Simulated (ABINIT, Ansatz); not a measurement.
# Tc (P6_3/mmc): from the cell to the phonon bands, part 3 of 4

Aim: the phonon dispersion of Tc (P6_3/mmc), checked by a second program.

ABINIT 10.8.3; DFT PBE, scalar-relativistic, plane waves, PseudoDojo norm-conserving pseudopotentials.

So far. Step 4 (Self-consistent run for the response): The cell stands at -0.61 GPa: the relaxation ran with a smoothed and higher cutoff, and the difference is a stress of the finite basis. Step 5 (Zone-centre response): The acoustic modes at Γ come out as far as 3.0 cm⁻¹ from zero, where they should vanish, a small numerical error. The relaxed cell has a = 2.755, c = 4.399 Å (conventional setting).

## (7) Interpolated phonon bands

anaddb transforms the dynamical matrices to force constants and back along the path; points of the mesh come back as solved, but for the sum rule and, in polar crystals, the LO-TO term at Γ; the rest is interpolation.

anaddb.abi

```
ddb_filepath "all_DDB"
output_file "anaddb.abo"
outdata_prefix "anaddb"
ifcflag 1
ngqpt 3 3 2
nqshft 1
q1shft 0.0 0.0 0.0
asr 1
chneut 0
dipdip 0
dipquad 0
quadquad 0
enunit 0
eivec 0
nph1l 93
qph1l 
    0.0 0.0 0.0 1.0
    0.05 0.0 0.0 1.0
    0.1 0.0 0.0 1.0
    0.15 0.0 0.0 1.0
    0.2 0.0 0.0 1.0
    0.25 0.0 0.0 1.0
    0.3 0.0 0.0 1.0
    0.35 0.0 0.0 1.0
    0.4 0.0 0.0 1.0
    0.45 0.0 0.0 1.0
    0.5 0.0 0.0 1.0
    0.48333333 0.03333333 0.0 1.0
    0.46666667 0.06666667 0.0 1.0
    0.45 0.1 0.0 1.0
    0.43333333 0.13333333 0.0 1.0
    0.41666667 0.16666667 0.0 1.0
    0.4 0.2 0.0 1.0
    0.38333333 0.23333333 0.0 1.0
    0.36666667 0.26666667 0.0 1.0
    0.35 0.3 0.0 1.0
    0.33333333 0.33333333 0.0 1.0
    0.3 0.3 0.0 1.0
    0.26666667 0.26666667 0.0 1.0
    0.23333333 0.23333333 0.0 1.0
    0.2 0.2 0.0 1.0
    0.16666667 0.16666667 0.0 1.0
    0.13333333 0.13333333 0.0 1.0
    0.1 0.1 0.0 1.0
    0.06666667 0.06666667 0.0 1.0
    0.03333333 0.03333333 0.0 1.0
    0.0 0.0 0.0 1.0
    0.0 0.0 0.05 1.0
    0.0 0.0 0.1 1.0
    0.0 0.0 0.15 1.0
    0.0 0.0 0.2 1.0
    0.0 0.0 0.25 1.0
    0.0 0.0 0.3 1.0
    0.0 0.0 0.35 1.0
    0.0 0.0 0.4 1.0
    0.0 0.0 0.45 1.0
    0.0 0.0 0.5 1.0
    0.05 0.0 0.5 1.0
    0.1 0.0 0.5 1.0
    0.15 0.0 0.5 1.0
    0.2 0.0 0.5 1.0
    0.25 0.0 0.5 1.0
    0.3 0.0 0.5 1.0
    0.35 0.0 0.5 1.0
    0.4 0.0 0.5 1.0
    0.45 0.0 0.5 1.0
    0.5 0.0 0.5 1.0
    0.48333333 0.03333333 0.5 1.0
    0.46666667 0.06666667 0.5 1.0
    0.45 0.1 0.5 1.0
    0.43333333 0.13333333 0.5 1.0
    0.41666667 0.16666667 0.5 1.0
    0.4 0.2 0.5 1.0
    0.38333333 0.23333333 0.5 1.0
    0.36666667 0.26666667 0.5 1.0
    0.35 0.3 0.5 1.0
    0.33333333 0.33333333 0.5 1.0
    0.3 0.3 0.5 1.0
    0.26666667 0.26666667 0.5 1.0
    0.23333333 0.23333333 0.5 1.0
    0.2 0.2 0.5 1.0
    0.16666667 0.16666667 0.5 1.0
    0.13333333 0.13333333 0.5 1.0
    0.1 0.1 0.5 1.0
    0.06666667 0.06666667 0.5 1.0
    0.03333333 0.03333333 0.5 1.0
    0.0 0.0 0.5 1.0
    0.5 0.0 0.5 1.0
    0.5 0.0 0.45 1.0
    0.5 0.0 0.4 1.0
    0.5 0.0 0.35 1.0
    0.5 0.0 0.3 1.0
    0.5 0.0 0.25 1.0
    0.5 0.0 0.2 1.0
    0.5 0.0 0.15 1.0
    0.5 0.0 0.1 1.0
    0.5 0.0 0.05 1.0
    0.5 0.0 0.0 1.0
    0.33333333 0.33333333 0.5 1.0
    0.33333333 0.33333333 0.45 1.0
    0.33333333 0.33333333 0.4 1.0
    0.33333333 0.33333333 0.35 1.0
    0.33333333 0.33333333 0.3 1.0
    0.33333333 0.33333333 0.25 1.0
    0.33333333 0.33333333 0.2 1.0
    0.33333333 0.33333333 0.15 1.0
    0.33333333 0.33333333 0.1 1.0
    0.33333333 0.33333333 0.05 1.0
    0.33333333 0.33333333 0.0 1.0
```

mrgddb.in

```
all_DDB
merged
6
dfpt_gammao_DDB
dfpt_qo_DS1_DDB
dfpt_qo_DS2_DDB
dfpt_qo_DS3_DDB
dfpt_qo_DS4_DDB
dfpt_qo_DS5_DDB
```

On the command line:

```console
> mrgddb < mrgddb.in > mrgddb.log
> OMP_NUM_THREADS=1 anaddb anaddb.abi > anaddb.log
```

anaddb.abo, the main output file:

```text
[banners, grids, parts of the stress and lines that vanish by symmetry left out]
-outvars_anaddb: echo values of input variables ----------------------

 Flags :
[...]
Phonon wavevector (reduced coordinates) :  0.00000  0.00000  0.00000
 Phonon energies in Hartree :
[...]
Phonon frequencies in cm-1    :
-  0.000000E+00  0.000000E+00  0.000000E+00  9.592664E+01  1.320361E+02
-  1.320361E+02
[...]
Phonon wavevector (reduced coordinates) :  0.05000  0.00000  0.00000
 Phonon energies in Hartree :
[...]
Phonon frequencies in cm-1    :
-  2.139056E+01  2.214896E+01  3.617695E+01  9.862805E+01  1.321075E+02
-  1.349073E+02
[...]
Phonon wavevector (reduced coordinates) :  0.10000  0.00000  0.00000
 Phonon energies in Hartree :
[...]
Phonon frequencies in cm-1    :
-  4.228776E+01  4.360216E+01  7.137209E+01  1.062505E+02  1.323642E+02
-  1.429591E+02
[...]
Phonon wavevector (reduced coordinates) :  0.15000  0.00000  0.00000
 Phonon energies in Hartree :
[...]
Phonon frequencies in cm-1    :
-  6.188860E+01  6.370250E+01  1.046326E+02  1.177641E+02  1.329148E+02
-  1.548024E+02
[...]
Phonon wavevector (reduced coordinates) :  0.20000  0.00000  0.00000
 Phonon energies in Hartree :
[...]
Phonon frequencies in cm-1    :
-  7.917957E+01  8.186779E+01  1.321124E+02  1.338811E+02  1.350551E+02
-  1.687967E+02
[...]
Phonon wavevector (reduced coordinates) :  0.25000  0.00000  0.00000
 Phonon energies in Hartree :
[...]
Phonon frequencies in cm-1    :
-  9.346296E+01  9.762240E+01  1.353284E+02  1.480830E+02  1.617814E+02
-  1.834731E+02
  Phonon wavevector (reduced coordinates) :  0.30000  0.00000  0.00000
 Phonon energies in Hartree :
[...]
Phonon frequencies in cm-1    :
-  1.046724E+02  1.106222E+02  1.372023E+02  1.640869E+02  1.839483E+02
-  1.977433E+02
  Phonon wavevector (reduced coordinates) :  0.35000  0.00000  0.00000
 Phonon energies in Hartree :
[...]
Phonon frequencies in cm-1    :
-  1.130862E+02  1.206710E+02  1.392962E+02  1.784368E+02  2.007176E+02
-  2.108869E+02
  Phonon wavevector (reduced coordinates) :  0.40000  0.00000  0.00000
 Phonon energies in Hartree :
[...]
Phonon frequencies in cm-1    :
-  1.189672E+02  1.277244E+02  1.412644E+02  1.897094E+02  2.119619E+02
-  2.218440E+02
  Phonon wavevector (reduced coordinates) :  0.45000  0.00000  0.00000
 Phonon energies in Hartree :
[...]
Phonon frequencies in cm-1    :
-  1.224589E+02  1.318658E+02  1.426887E+02  1.968804E+02  2.184201E+02
-  2.290390E+02
  Phonon wavevector (reduced coordinates) :  0.50000  0.00000  0.00000
 Phonon energies in Hartree :
[...]
Phonon frequencies in cm-1    :
-  1.236184E+02  1.332255E+02  1.432111E+02  1.993384E+02  2.205443E+02
-  2.315211E+02
  Phonon wavevector (reduced coordinates) :  0.48333  0.03333  0.00000
 Phonon energies in Hartree :
[...]
Phonon frequencies in cm-1    :
-  1.247632E+02  1.339294E+02  1.440900E+02  1.991353E+02  2.204409E+02
-  2.312900E+02
  Phonon wavevector (reduced coordinates) :  0.46667  0.06667  0.00000
 Phonon energies in Hartree :
[...]
Phonon frequencies in cm-1    :
-  1.280677E+02  1.359619E+02  1.466425E+02  1.985261E+02  2.201424E+02
-  2.306031E+02
  Phonon wavevector (reduced coordinates) :  0.45000  0.10000  0.00000
 Phonon energies in Hartree :
[...]
Phonon frequencies in cm-1    :
-  1.331779E+02  1.390982E+02  1.506306E+02  1.975108E+02  2.196846E+02
-  2.294810E+02
[...]
Phonon wavevector (reduced coordinates) :  0.10000  0.00000  0.50000
 Phonon energies in Hartree :
[...]
Phonon frequencies in cm-1    :
-  1.027500E+02  1.027500E+02  1.123615E+02  1.123615E+02  1.994059E+02
-  1.994059E+02
  Phonon wavevector (reduced coordinates) :  0.15000  0.00000  0.50000
 Phonon energies in Hartree :
[...]
Phonon frequencies in cm-1    :
-  1.096830E+02  1.096830E+02  1.274274E+02  1.274274E+02  1.959642E+02
-  1.959642E+02
  Phonon wavevector (reduced coordinates) :  0.20000  0.00000  0.50000
 Phonon energies in Hartree :
[...]
Phonon frequencies in cm-1    :
-  1.178465E+02  1.178465E+02  1.414229E+02  1.414229E+02  1.927473E+02
-  1.927473E+02
  Phonon wavevector (reduced coordinates) :  0.25000  0.00000  0.50000
 Phonon energies in Hartree :
[...]
Phonon frequencies in cm-1    :
-  1.262888E+02  1.262888E+02  1.482493E+02  1.482493E+02  1.937393E+02
-  1.937393E+02
  Phonon wavevector (reduced coordinates) :  0.30000  0.00000  0.50000
 Phonon energies in Hartree :
[...]
Phonon frequencies in cm-1    :
-  1.342093E+02  1.342093E+02  1.443676E+02  1.443676E+02  2.014590E+02
-  2.014590E+02
  Phonon wavevector (reduced coordinates) :  0.35000  0.00000  0.50000
 Phonon energies in Hartree :
[...]
Phonon frequencies in cm-1    :
-  1.341528E+02  1.341528E+02  1.409799E+02  1.409799E+02  2.116029E+02
-  2.116029E+02
[...]
Phonon wavevector (reduced coordinates) :  0.33333  0.33333  0.05000
 Phonon energies in Hartree :
[...]
Phonon frequencies in cm-1    :
-  1.610430E+02  1.765956E+02  1.765956E+02  1.814797E+02  2.182851E+02
-  2.182851E+02
  Phonon wavevector (reduced coordinates) :  0.33333  0.33333  0.00000
 Phonon energies in Hartree :
[...]
Phonon frequencies in cm-1    :
-  1.605374E+02  1.788814E+02  1.788814E+02  1.812720E+02  2.180390E+02
-  2.180390E+02
-
```

The job ended after 0.51 s (1 thread of Arm Neoverse V2, shared host).

Numbers from this step:

- lowest frequency on the path: 0 cm⁻¹

Anaddb. Phonon branches along the path, in cm⁻¹:

```tsv
point	branch 1	branch 2	branch 3	branch 4	branch 5	branch 6
Γ	0	0	0	96	132	132
halfway	94	98	135	148	162	184
M	124	133	143	199	220	232
halfway	147	147	161	194	218	226
K	160	179	179	181	218	218
halfway	113	114	143	155	177	191
Γ	0	0	0	96	132	132
halfway	53	53	123	123	140	161
A	96	96	96	96	202	202
halfway	126	126	148	148	194	194
L	110	110	150	150	228	228
halfway	89	89	167	167	223	223
H	62	62	185	185	217	217
halfway	133	133	149	149	196	196
A	96	96	96	96	202	202
jump to L	110	110	150	150	228	228
halfway	106	141	148	166	223	233
M	124	133	143	199	220	232
jump to H	62	62	185	185	217	217
halfway	131	131	171	185	219	219
K	160	179	179	181	218	218
```

The phonon branches as a text plot (rows in cm⁻¹):

```
    228 |       ****                      ***            ****
    219 |      *********                 *   *****        *******
    209 |     **        *               *         *
    199 |    ** ***      *        **** *           *  ***   *
    189 |      *   **            *    *        *    **     * **
    180 |    **     ***** *      *            * *            * **
    170 |   *      ** ** *                   *   *        *   **
    160 |    *    * *****  *                *     *             *
    151 |  *       *   * ** *         *  ***       **    **    *
    141 | *  ******     * *     *      **                 ***
    131 |****  ***       * ******    ****          * *   *  *
    121 |  *  ****         *             *          * *     *
    112 |    **             *  ***  **    *       *  *     *  *
    102 |*** *               *    ***      *          ** **
     92 |                 *   *   *         *           *
     83 |   *               *                *   *           *
     73 | *                *     *            * *
     63 |  *                   *               *
     53 |                   *
     44 | *                  *  *
     34 |*
     24 |*                   * *
     15 |
      5 |                     *
         Γ      M    K        Γ   A       L    H       A|L M|H  K
```

All branches are real along the path.

## (8) Sums over the zone

Sums over the zone need many more wavevectors than were solved, so the interpolation is sampled on a dense mesh.

anaddb.abi

```
ddb_filepath "all_DDB"
output_file "anaddb.abo"
outdata_prefix "anaddb"
ifcflag 1
ngqpt 3 3 2
nqshft 1
q1shft 0.0 0.0 0.0
asr 1
chneut 0
dipdip 0
dipquad 0
quadquad 0
prtdos 2
ng2qpt 19 19 10
dosdeltae 4.5563e-06
ntemper 11
temperinc 100.0
tempermin 0.0
```

On the command line:

```console
> OMP_NUM_THREADS=1 anaddb anaddb.abi > anaddb.log
```

anaddb.abo, the main output file:

```text
-outvars_anaddb: echo values of input variables ----------------------

 Flags :
     ifcflag         1
 Miscellaneous information :
         asr         1
      chneut         0
 Interatomic Force Constants Inputs :
      dipdip         0
     dipquad         0
    quadquad         0
      ifcana         0
      ifcout         0
 Description of grid 1 :
        brav         1
       ngqpt         3         3         2
      nqshft         1
      q1shft
                     0.00000000E+00  0.00000000E+00  0.00000000E+00
 Phonon DOS information :
   dosdeltae  4.55630000E-06
    dossmear  4.55633525E-06
 Description of grid 2 (Fourier interp. or BZ sampling):
      ng2qpt        19        19        10
      ngrids         4
      q2shft         0.00000000E+00  0.00000000E+00  0.00000000E+00

================================================================================

 read the DDB information and perform some checks

  ==== Info on the Cryst% object ====
 Real(R)+Recip(G) space primitive vectors, cartesian coordinates (Bohr,Bohr^-1):
 R(1)=  5.2063993  0.0000000  0.0000000  G(1)=  0.1920713  0.1108924  0.0000000
 R(2)= -2.6031996  4.5088740  0.0000000  G(2)=  0.0000000  0.2217849  0.0000000
 R(3)=  0.0000000  0.0000000  8.3134975  G(3)=  0.0000000  0.0000000  0.1202863
 Unit cell volume ucvol=  1.9515934E+02 bohr^3
 Angles (23,13,12)=  9.00000000E+01  9.00000000E+01  1.20000000E+02 degrees
 Time-reversal symmetry is present
 Reduced atomic positions [iatom, xred, symbol]:
    1)    0.3333333  0.6666667  0.2500000  Tc
    2)    0.6666667  0.3333333  0.7500000  Tc

 DDB file with 6 blocks has been read.

================================================================================

 Calculation of the interatomic forces

       Homogeneous q point set in the B.Z.
 Grid q points  :       18
  1)   0.00000000E+00  0.00000000E+00  0.00000000E+00
  2)   3.33333333E-01  0.00000000E+00  0.00000000E+00
  3)  -3.33333333E-01  0.00000000E+00  0.00000000E+00
  4)   0.00000000E+00  3.33333333E-01  0.00000000E+00
  5)   3.33333333E-01  3.33333333E-01  0.00000000E+00
  6)  -3.33333333E-01  3.33333333E-01  0.00000000E+00
  7)   0.00000000E+00 -3.33333333E-01  0.00000000E+00
  8)   3.33333333E-01 -3.33333333E-01  0.00000000E+00
  9)  -3.33333333E-01 -3.33333333E-01  0.00000000E+00
 10)   0.00000000E+00  0.00000000E+00  5.00000000E-01
 11)   3.33333333E-01  0.00000000E+00  5.00000000E-01
 12)  -3.33333333E-01  0.00000000E+00  5.00000000E-01
 13)   0.00000000E+00  3.33333333E-01  5.00000000E-01
 14)   3.33333333E-01  3.33333333E-01  5.00000000E-01
 15)  -3.33333333E-01  3.33333333E-01  5.00000000E-01
 16)   0.00000000E+00 -3.33333333E-01  5.00000000E-01
 17)   3.33333333E-01 -3.33333333E-01  5.00000000E-01
 18)  -3.33333333E-01 -3.33333333E-01  5.00000000E-01

 The interatomic forces have been obtained

================================================================================

 Calculation of phonon density of states

 Average speed of sound partial sums:     0.1719546744E-02 (at units)
-                                   =           3.7618 [km/s]

 Debye frequency from partial sums:     0.1155494450E-02 (Ha)
-                                 =     0.7602788251E+01 (THz)
-Debye temperature from partial sums:     0.3648762885E+03 (K)

 Average speed of sound:     0.1704591291E-02 (at units)
-                      =           3.7291 [km/s]

 Debye frequency from DOS:     0.1145444742E-02 (Ha)
-                        =     0.7536664349E+01 (THz)
-Debye temperature from DOS:     0.3617028417E+03 (K)

-
```

It took 0.62 s on 1 thread.

Read from the output:

```yaml
share_of_modes_beyond_3i_cm_minus1_on_the_dense_interpolated_mesh: 0
zero_point_energy_per_atom: 29.27 meV
heat_capacity_at_300_k: 23.73 J/(mol atoms K)
vibrational_entropy_at_300_k: 33.5 J/(mol atoms K)
```

The phonon density of states has structure finer than the step of the table below, so its rows give means over 5 cm⁻¹, whole bins alone (the curve runs from -30 to 248 cm⁻¹). Peaks (cm⁻¹: height): 132.0: 0.0735, 149.0: 0.0762, 218.0: 0.121.

Tetrahedra. Table of phonon density of states by wavenumber; means over each step:

```tsv
wavenumber (cm⁻¹)	phonon density of states (1/cm⁻¹/cell)
5	1.0e-5
10	3.9e-5
15	8.4e-5
20	1.5e-4
25	3.2e-4
30	4.9e-4
35	6.7e-4
40	9.0e-4
45	0.00120
50	0.00157
55	0.00195
60	0.00240
65	0.00318
70	0.00437
75	0.00585
80	0.00756
85	0.00927
90	0.0116
95	0.0146
100	0.0203
105	0.0256
110	0.0313
115	0.0427
120	0.0517
125	0.0527
130	0.0599
135	0.0616
140	0.0588
145	0.0683
150	0.0731
155	0.0601
160	0.0456
165	0.0381
170	0.0343
175	0.0313
180	0.0306
185	0.0264
190	0.0285
195	0.0299
200	0.0227
205	0.0243
210	0.0305
215	0.0524
220	0.0807
225	0.0339
230	0.0165
235	3.9e-4
240	0
```

Harmonic thermodynamic functions per atom, summed over the density of states scaled to three modes an atom; melting is ignored. Thermodynamic functions:

```tsv
T (K)	F_vib (meV/atom)	S (J/mol-atom/K)	C_V (J/mol-atom/K)
0	29.27	0	0
50	28.99	2.31	6.558
100	25.77	10.36	16.51
200	7.42	24.13	22.32
300	-22.73	33.5	23.73
400	-61.18	40.41	24.25
500	-106	45.85	24.5
600	-155.9	50.33	24.63
700	-210.1	54.13	24.71
800	-267.9	57.43	24.77
900	-329	60.35	24.8
1000	-392.9	62.97	24.83
```

At 300 K the heat capacity has reached 95 % of the Dulong-Petit value.

(Continued in part 4 of 4.)

[Host names and launcher messages were left out of these logs when they were recorded.]

[Logs are printed without paths, hosts, clocks, repeated set-up lines and the standing remarks that a program may print on its own settings, such as how far it seeks lower states.]

[Hosts, paths, dates, database ids (printed as entryN), source tags and the programs' standing remarks are cut or masked in the printed files.]
